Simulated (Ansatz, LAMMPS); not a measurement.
# Structural relaxation of amorphous Si0.9Ge0.1 (122 atoms)

Aim: bring amorphous Si0.9Ge0.1 (122 atoms) to a nearby minimum of the energy and see what moves.

Method: Kohn-Sham DFT, PBE, PAW (set soft_2), plane waves, in Ansatz 0.2.0.

Report form: inputs, costs, results and the conclusion, without the logs.

**1. The system as given**

The cell holds 122 atoms: 110 Si and 12 Ge. Its edges and angles: a = 13.617 Å, b = 13.617 Å, c = 13.617 Å, α = 90.0°, β = 90.0°, γ = 90.0°. 122 atoms (110 Si, 12 Ge) placed at random at 2.6 g/cm³, melted at 3500 K for 10 ps at fixed volume with the Tersoff potential (Tersoff, Phys. Rev. B 39, 5566 (1989)). Quenched from 3100 K to 500 K at 200 K/ps and fixed volume, annealed at 1200 K for 50 ps, held 5 ps.

Before any run, some limits are plain. The quench rate of 200 K/ps is many orders above laboratory rates, so the cell is likely richer in defects and strain than a real sample. The starting topology of bonds comes from the classical model. Sampling is at Γ alone, for a cell whose shortest periodic width is 14 Å.

**2. The classical run that made the cell**

A classical potential makes the cell, at a small fraction of what the same run would cost in DFT.

This step: classical MD, Tersoff potential (Tersoff, Phys. Rev. B 39, 5566 (1989)) (LAMMPS 22 Jul 2025 - Update 4).

Input file in.lmp:

```
# melt-quench of Si110Ge12
units metal
atom_style atomic
boundary p p p
region box block 0 13.6169 0 13.6169 0 13.6169
create_box 2 box
mass 1 28.0850   # Si
mass 2 72.6300   # Ge
create_atoms 1 random 110 19722 NULL overlap 1.98 maxtry 2000
create_atoms 2 random 12 19729 NULL overlap 1.98 maxtry 2000
pair_style tersoff
pair_coeff * * SiCGe.tersoff Si(D) Ge
neigh_modify delay 0 every 1 check yes
thermo_style custom step time temp pe press density
thermo_modify norm yes
timestep 0.001
thermo 100
min_style cg
minimize 1e-4 1e-4 200 2000
reset_timestep 0
velocity all create 3500 19723 mom yes dist gaussian
fix lim all nve/limit 0.05
fix lan all langevin 3500 3500 0.1 19724 zero yes
thermo 500
run 1000 post no
unfix lim
unfix lan
thermo 1666
fix md all nvt temp 3500 3500 0.1
run 10000 post no
unfix md
thermo 1000
fix md all nvt temp 3500 3100 0.1
run 3000 post no
# [... 22 lines left out ...]
fix md all nvt temp 1200 500 0.1
run 10000 post no
unfix md
thermo 2500
fix md all nvt temp 500 500 0.1
run 5000 post no
unfix md
write_dump all custom glass.dump id type xs ys zs modify sort id
```

Started as:

```sh
lmp -in in.lmp -log none -nocite
```

Elapsed: 81 s, on 1 thread of Intel Xeon at 2.80GHz (Skylake/Cascade Lake), shared host; peak memory 0.35 GiB.

**3. Single point at the start**

A single point comes first, to see the forces before anything moves.

Input file input.yaml:

```yaml
crystal:
  lattice:
    - [13.6169, 0.0, 0.0]
    - [0.0, 13.6169, 0.0]
    - [0.0, 0.0, 13.6169]
  atoms:
    - { symbol: Si, position: [0.602, 0.54251, 0.06878] }
    - { symbol: Si, position: [0.97, 0.29914, 0.23991] }
    - { symbol: Si, position: [0.51134, 0.74648, 0.51514] }
    - { symbol: Si, position: [0.25599, 0.75685, 0.62712] }
    - { symbol: Si, position: [0.6681, 0.44258, 0.62138] }
    - { symbol: Si, position: [0.57047, 0.91002, 0.34031] }
    - { symbol: Si, position: [0.18108, 0.62588, 0.31438] }
    - { symbol: Si, position: [0.50468, 0.94757, 0.70916] }
    - { symbol: Si, position: [0.26598, 0.77107, 0.35026] }
    - { symbol: Si, position: [0.29352, 0.56964, 0.19327] }
    - { symbol: Si, position: [0.43104, 0.71811, 0.3605] }
    - { symbol: Si, position: [0.73495, 0.59528, 0.59759] }
    - { symbol: Si, position: [0.11549, 0.0661, 0.36804] }
    - { symbol: Si, position: [0.64997, 0.8935, 0.13296] }
    - { symbol: Si, position: [0.72329, 0.87013, 0.57977] }
    - { symbol: Si, position: [0.96108, 0.68755, 0.46491] }
    - { symbol: Si, position: [0.42999, 0.53914, 0.29668] }
    - { symbol: Si, position: [0.29878, 0.20879, 0.01199] }
    - { symbol: Si, position: [0.41578, 0.37175, 0.22454] }
    - { symbol: Si, position: [0.1595, 0.2317, 0.58953] }
    - { symbol: Si, position: [0.00081, 0.57791, 0.33889] }
    - { symbol: Si, position: [0.4807, 0.71827, 0.83022] }
    - { symbol: Si, position: [0.72925, 0.59132, 0.81797] }
    - { symbol: Si, position: [0.71161, 0.74186, 0.71238] }
    - { symbol: Si, position: [0.19512, 0.01428, 0.93644] }
    - { symbol: Si, position: [0.97269, 0.65328, 0.74904] }
    - { symbol: Si, position: [0.42254, 0.24465, 0.69825] }
    - { symbol: Si, position: [0.8925, 0.06093, 0.04102] }
    - { symbol: Si, position: [0.96571, 0.61587, 0.17386] }
    - { symbol: Si, position: [0.41567, 0.09075, 0.93907] }
    - { symbol: Si, position: [0.32989, 0.91792, 0.70204] }
    - { symbol: Si, position: [0.55618, 0.92364, 0.53237] }
    [... 84 atom lines left out ...]
    - { symbol: Ge, position: [0.83254, 0.28813, 0.95776] }
    - { symbol: Ge, position: [0.95548, 0.87013, 0.46438] }
    - { symbol: Ge, position: [0.8613, 0.9737, 0.57651] }
    - { symbol: Ge, position: [0.03975, 0.87406, 0.17787] }
    - { symbol: Ge, position: [0.81477, 0.30053, 0.46971] }
    - { symbol: Ge, position: [0.14591, 0.2937, 0.19834] }
kpoints:
  mp_grid: { grid: [1, 1, 1] }
hamiltonian:
  xc: pbe
scf:
  occupations: { method: fermi_dirac, width: 0.05 }
output:
  forces: true
  stress: true
  populations: true
  dos:
    method: { smearing: { sigma: 0.1 } }
    de: 0.1
    projected: { site_lists: { Ge: [Ge], Si: [Si] } }
  eigenvalues: true
```

Started as:

```sh
ansatz run input.yaml --threads 4 --pin off --max-ram 8192MiB --backend cpu --events-out ev --progress --plain --runs-dir out
```

Run time: 41 s. Hardware: 4 threads of Arm Neoverse V2, shared host; peak memory 3.2 GiB; 2.7 min of CPU time.

The run gave:

| Property | Result |
| --- | --- |
| free energy | -121437.8698 eV |
| free energy per atom | -995.3924 eV/atom |
| SCF cycles | 11 |
| pressure | -0.7824 GPa |
| r.m.s. force component | 0.533 eV/Å |
| longest force | 2.169 eV/Å |
| Fermi energy | 6.479 eV |
| levels partly filled by over 2 per cent | 7 |
| spilling of the projection | 0.009304 |

The r.m.s. force component of 0.53 eV/Å and the pressure of -0.78 GPa set the starting point.

Neighbours are counted within 2.88 Å (Si-Si), 2.93 Å (Si-Ge), 2.64 Å (Ge-Ge).

Length of the force by element and coordination:

```csv
element,coordination,atoms,mean length of the force (eV/Å),spread,least,most
Ge,all,12,1.03,0.536,0.457,2.17
Ge,3,1,0.457,0,0.457,0.457
Ge,4,9,1.06,0.564,0.536,2.17
Ge,5,2,1.17,0.326,0.844,1.50
Si,all,110,0.823,0.348,0.117,1.91
Si,3,1,0.498,0,0.498,0.498
Si,4,86,0.861,0.353,0.145,1.91
Si,5,22,0.708,0.297,0.117,1.18
Si,6,1,0.410,0,0.410,0.410
```

**4. Relaxation**

The atoms are relaxed in the fixed cell, aiming at the force tolerance of the input.

input.yaml, the sections that differ from step 3:

```yaml
output:
  forces: true
relax:
  f_tol: 0.05
  max_steps: 200
# crystal, kpoints, hamiltonian, scf: as in step 3
```

It took 8.8 min on 4 threads; peak memory 3.2 GiB.

Step by step (22 of 32):

```csv
step,energy less that of the first step (eV),largest force component (eV/Å)
1,0.0000,1.7926
2,-4.8841,0.7444
4,-6.6030,0.2341
5,-6.8198,0.2808
7,-7.2122,0.1664
8,-7.3784,0.1506
10,-7.5378,0.1354
11,-7.6211,0.2787
13,-8.1145,0.3331
14,-8.3255,0.4386
16,-8.4513,0.1995
17,-8.5001,0.1518
19,-8.6711,0.3285
20,-8.8348,0.3580
22,-9.0477,0.1724
23,-9.0110,0.3880
25,-9.1654,0.2205
26,-9.2476,0.3331
28,-9.4405,0.2543
29,-9.4738,0.2618
31,-9.5157,0.0660
32,-9.5209,0.0266
```

Relaxation step 23 was tried and not accepted.

The atoms that moved most (Å):

```csv
atom,dx,dy,dz,length
Si36,0.622,-0.626,1.015,1.345
Si76,-0.166,-0.884,0.901,1.273
Si14,-0.841,-0.304,0.342,0.958
Si32,-0.227,-0.665,-0.640,0.951
Si66,-0.635,-0.545,-0.386,0.922
Si43,0.363,0.281,0.790,0.913
Si10,-0.441,-0.395,0.676,0.899
Si16,-0.712,0.254,-0.268,0.802
```

The relaxation changed the energy by -78.0 meV/atom, and atoms moved by 0.48 Å r.m.s., 1.3 Å at most.

**5. Structure statistics after relaxation**

Bonds before and after, by the cutoffs listed below:

```csv
pair,bonds before,bonds after,mean before (Å),mean after (Å),spread before (Å),spread after (Å)
Si-Si,209,201,2.429,2.391,0.096,0.061
Si-Ge,45,41,2.482,2.448,0.133,0.065
Ge-Ge,3,3,2.555,2.512,0.141,0.049
```

Density 2.60 g/cm³, 20.70 Å³ an atom.

Pair distribution functions g(r), in bins of 0.1 Å:

```csv
r (Å),total,Si-Si,Si-Ge,Ge-Ge
2.15,0.00,0.00,0.00,0.00
2.25,0.21,0.26,0.00,0.00
2.35,6.57,7.61,2.17,0.00
2.45,3.99,3.35,6.66,9.11
2.55,0.63,0.41,1.42,4.21
2.65,0.12,0.10,0.21,0.00
2.75,0.17,0.22,0.00,0.00
2.85,0.07,0.04,0.18,0.00
2.95,0.12,0.11,0.18,0.00
3.05,0.12,0.11,0.17,0.00
3.15,0.11,0.07,0.31,0.00
3.25,0.30,0.31,0.29,0.00
3.35,0.67,0.65,0.81,0.00
3.45,0.88,0.84,1.15,0.00
3.55,0.99,1.03,0.84,0.00
3.65,1.84,1.82,1.83,4.19
3.75,1.48,1.39,1.73,4.02
3.85,2.29,2.37,1.95,1.86
3.95,1.64,1.79,1.07,0.00
4.05,1.43,1.36,1.85,0.00
4.15,1.47,1.41,1.68,3.28
4.25,1.14,1.20,0.76,3.13
4.35,0.92,1.00,0.56,0.00
4.45,0.99,0.94,1.31,0.00
4.55,0.74,0.79,0.59,0.00
4.65,0.95,1.01,0.56,2.55
4.75,0.75,0.75,0.74,1.25
4.85,0.76,0.73,0.78,2.35
4.95,0.73,0.71,0.87,0.00
5.05,0.79,0.77,0.84,2.19
5.15,0.68,0.73,0.52,0.00
5.25,0.87,0.84,1.00,1.00
5.35,0.88,0.86,1.01,0.00
5.45,0.90,0.89,0.97,0.00
5.55,0.99,1.02,0.89,0.00
5.65,1.30,1.30,1.34,0.88
5.75,1.23,1.27,1.11,0.84
5.85,1.03,1.02,0.98,3.26
5.95,1.04,0.95,1.42,2.37
6.05,1.19,1.22,1.04,1.52
6.15,1.11,1.14,1.00,0.73
6.25,1.01,0.99,1.17,0.00
6.35,0.72,0.71,0.79,0.69
6.45,0.95,0.92,1.10,1.34
```

Bonds by pair of elements; cutoffs follow the first minimum of g(r), held within bounds set by covalent radii, and pairs that aren't listed don't count as bonded:

```csv
pair A-B,cutoff (Å),bonds,mean length (Å),spread (Å),shortest (Å),B about A,A about B
Si-Si,2.73,201,2.39,0.061,2.28,3.65,3.65
Si-Ge,2.77,41,2.45,0.065,2.34,0.373,3.42
Ge-Ge,2.98,3,2.51,0.049,2.46,0.5,0.5
```

How many atoms have how many bonded neighbours:

```csv
element,mean,3,4,5
Ge,3.92,1,11,0
Si,4.03,3,101,6
```

Bond angles, per cent of each kind in bins of 5°:

```csv
angle (°),Si-Si-Si,Ge-Si-Si,Si-Ge-Si,Ge-Ge-Si
55–60,0.4,0.9,0.0,0.0
60–65,0.0,0.9,1.8,0.0
65–70,0.4,0.9,0.0,0.0
70–75,0.5,0.9,0.0,0.0
75–80,1.6,0.9,0.0,0.0
80–85,1.5,3.5,1.8,0.0
85–90,4.2,8.7,1.8,0.0
90–95,6.0,4.3,11.1,7.7
95–100,10.7,13.0,9.3,23.1
100–105,15.0,18.3,7.4,7.7
105–110,15.2,13.0,22.2,30.8
110–115,12.8,10.4,13.0,30.8
115–120,11.2,9.6,7.4,0.0
120–125,8.1,5.2,13.0,0.0
125–130,5.4,3.5,3.7,0.0
130–135,2.7,1.7,1.8,0.0
135–140,1.8,1.7,3.7,0.0
140–145,1.6,0.0,0.0,0.0
145–150,0.2,0.9,0.0,0.0
150–155,0.2,0.0,1.8,0.0
155–160,0.2,0.0,0.0,0.0
160–165,0.0,0.9,0.0,0.0
165–170,0.2,0.9,0.0,0.0
170–175,0.2,0.0,0.0,0.0
```

Bond angles (no mean is given where the spread exceeds 20°):

```csv
angle,count,mean (°),spread (°)
Si-Si-Si,553,109,14.8
Ge-Si-Si,115,106,16.9
Si-Ge-Si,54,110,15.2
Ge-Ge-Si,13,105,7.2
Ge-Si-Ge,7,117,18
```

Bond length by coordination (bonds to H left out):

```csv
element,coordination,atoms,mean bond length (Å)
Ge,3,1,2.54
Ge,4,11,2.45
Si,3,3,2.42
Si,4,101,2.39
Si,5,6,2.48
```

Rings of the network by King's shortest-path rule, up to 12 atoms, one path for each pair of neighbours; H, halogens, alkali and alkaline-earth atoms are left out:

```csv
ring size (atoms),rings,per network atom
3,2,0.016
4,12,0.098
5,48,0.393
6,88,0.721
7,62,0.508
8,18,0.148
```

Counting bonds as in the table, 92 % of Ge atoms have 4 and 92 % of Si atoms have 4 bonded neighbours. The Si-Si-Si angle averages 109° with a spread of 15°. Rings of 6 atoms are the most common (38 % of those counted); sizes run from 3 to 8.

**6. Single point at the relaxed geometry**

The electronic structure is read at the final geometry, in a run of its own.

Input file input.yaml:

```yaml
crystal:
  lattice:
    - [13.6169, 0.0, 0.0]
    - [0.0, 13.6169, 0.0]
    - [0.0, 0.0, 13.6169]
  atoms:
    - { symbol: Si, position: [0.57962, 0.53228, 0.05837] }
    - { symbol: Si, position: [0.9538, 0.32482, 0.25594] }
    - { symbol: Si, position: [0.49528, 0.70777, 0.49013] }
    - { symbol: Si, position: [0.26502, 0.77003, 0.63937] }
    - { symbol: Si, position: [0.65974, 0.43173, 0.62956] }
    - { symbol: Si, position: [0.60957, 0.9113, 0.32847] }
    - { symbol: Si, position: [0.14734, 0.66091, 0.28436] }
    - { symbol: Si, position: [0.53654, 0.9717, 0.71549] }
    - { symbol: Si, position: [0.2582, 0.78093, 0.34206] }
    - { symbol: Si, position: [0.26113, 0.5406, 0.24294] }
    - { symbol: Si, position: [0.40822, 0.70061, 0.34109] }
    - { symbol: Si, position: [0.72947, 0.58892, 0.6001] }
    - { symbol: Si, position: [0.12497, 0.0806, 0.34334] }
    - { symbol: Si, position: [0.58819, 0.87117, 0.15808] }
    - { symbol: Si, position: [0.67959, 0.83246, 0.57976] }
    - { symbol: Si, position: [0.90881, 0.70623, 0.44526] }
    - { symbol: Si, position: [0.42936, 0.52322, 0.30784] }
    - { symbol: Si, position: [0.31549, 0.20614, 0.99955] }
    - { symbol: Si, position: [0.40914, 0.36118, 0.22537] }
    - { symbol: Si, position: [0.16302, 0.24714, 0.56988] }
    - { symbol: Si, position: [0.98526, 0.60083, 0.3261] }
    - { symbol: Si, position: [0.46861, 0.7136, 0.82256] }
    - { symbol: Si, position: [0.72526, 0.58915, 0.83993] }
    - { symbol: Si, position: [0.71312, 0.72305, 0.72275] }
    - { symbol: Si, position: [0.19084, 0.01284, 0.90732] }
    - { symbol: Si, position: [0.97255, 0.65413, 0.74795] }
    - { symbol: Si, position: [0.4368, 0.23664, 0.71527] }
    - { symbol: Si, position: [0.91052, 0.08824, 0.06295] }
    - { symbol: Si, position: [0.93637, 0.64399, 0.16395] }
    - { symbol: Si, position: [0.43278, 0.07419, 0.9709] }
    - { symbol: Si, position: [0.3628, 0.93685, 0.69952] }
    - { symbol: Si, position: [0.53949, 0.8748, 0.48537] }
    [... 84 atom lines left out ...]
    - { symbol: Ge, position: [0.83626, 0.30682, 0.95512] }
    - { symbol: Ge, position: [0.96028, 0.87312, 0.44573] }
    - { symbol: Ge, position: [0.82768, 0.94044, 0.56299] }
    - { symbol: Ge, position: [0.05435, 0.88486, 0.15821] }
    - { symbol: Ge, position: [0.77555, 0.26484, 0.46001] }
    - { symbol: Ge, position: [0.11717, 0.30975, 0.19426] }
kpoints:
  mp_grid: { grid: [1, 1, 1] }
hamiltonian:
  xc: pbe
scf:
  occupations: { method: fermi_dirac, width: 0.05 }
output:
  forces: true
  stress: true
  populations: true
  dos:
    method: { smearing: { sigma: 0.08 } }
    de: 0.1
    projected: { site_lists: { Ge: [Ge], Si: [Si] } }
  eigenvalues: true
  write_density: true
  write_potential: true
  volumetric_format: npy
```

Run time: 47 s. Hardware: 4 threads; peak memory 3.2 GiB; 3 min of CPU time.

Numbers from this run:

```
free energy                                      : -121447.3906 eV
free energy per atom                             : -995.4704 eV/atom
SCF cycles                                       : 10
pressure                                         : -0.0166 GPa
r.m.s. force component                           : 0.00663 eV/Å
longest force                                    : 0.03695 eV/Å
Fermi energy                                     : 6.525 eV
spacing of highest filled and lowest empty level : 0.2814 eV
levels partly filled by over 2 per cent          : 4
spilling of the projection                       : 0.008991
```

Löwdin charges by element and coordination (they lack the spilled electrons, 0.045 e an atom on average):

```csv
element,coordination,atoms,mean charge (e),spread,least,most
Ge,all,12,-0.0175,0.0176,-0.0441,0.0111
Ge,3,1,-0.0255,0,-0.0255,-0.0255
Ge,4,11,-0.0168,0.0182,-0.0441,0.0111
Si,all,110,0.0516,0.0262,-0.0348,0.129
Si,3,3,0.0619,0.0459,0.0146,0.124
Si,4,101,0.0511,0.026,-0.0348,0.129
Si,5,6,0.0547,0.0114,0.0418,0.0673
```

States in the cell by windows of 0.5 eV, zero at the Fermi level; the larger projections on atomic orbitals stand beside the total:

```csv
from (eV),to (eV),total,Si p,Si s,Ge p
-10,-9.5,14.4,4.4,8.3,0.4
-9.5,-9,23.6,7.4,13.7,0.7
-9,-8.5,20.3,6.9,11.4,0.7
-8.5,-8,15.3,5.6,8.2,0.6
-8,-7.5,12.4,5.1,6.0,0.5
-7.5,-7,16.3,7.1,7.5,0.7
-7,-6.5,14.8,6.6,6.6,0.6
-6.5,-6,17.8,8.7,7.3,0.8
-6,-5.5,16.3,8.7,6.2,0.8
-5.5,-5,17.4,10.4,5.4,0.9
-5,-4.5,15.4,11.1,2.9,0.9
-4.5,-4,27.9,21.7,3.5,2.1
-4,-3.5,28.4,22.9,2.6,2.3
-3.5,-3,32.5,26.7,2.7,2.5
-3,-2.5,33.5,27.5,2.4,2.8
-2.5,-2,35.6,29.3,2.2,3.3
-2,-1.5,35.9,29.6,1.9,3.5
-1.5,-1,26.8,21.8,1.6,2.6
-1,-0.5,16.7,13.1,1.1,1.9
-0.5,0,11.6,8.5,1.3,1.2
0,0.5,9.8,6.3,1.9,0.7
0.5,1,21.4,12.8,4.9,1.2
1,1.5,29.8,17.2,6.4,2.0
1.5,2,33.2,19.3,6.5,2.3
2,2.5,35.3,20.6,6.2,2.2
2.5,3,41.2,24.1,6.3,2.5
```

The curve was stored every 0.10 eV, coarse against its broadening of 0.08 eV, so these counts are rough.

Between -25 and -10 eV lie 175 more states.

The levels nearest the highest filled one (over half full), pooled over k-points and spins:

```csv
level less the highest filled one (eV),occupation
-0.344,2
-0.282,2
-0.261,2.00
-0.230,2.00
-0.0363,1.94
0,1.89
0.281,0.113
0.333,0.041
0.386,0.015
0.471,0.003
0.602,0
0.629,0
```

[end of part 1 of 2]

[Long decimals in the printed logs are rounded to 6 places.]

[Logs are printed without paths, hosts, clocks, repeated set-up lines and the standing remarks that a program may print on its own settings, such as how far it seeks lower states.]

[Hosts, paths, dates, database ids (printed as entryN), source tags and the programs' standing remarks are cut or masked in the printed files.]

[A walk said to have stopped at its limit may instead have ended on an SCF cycle that didn't converge.]
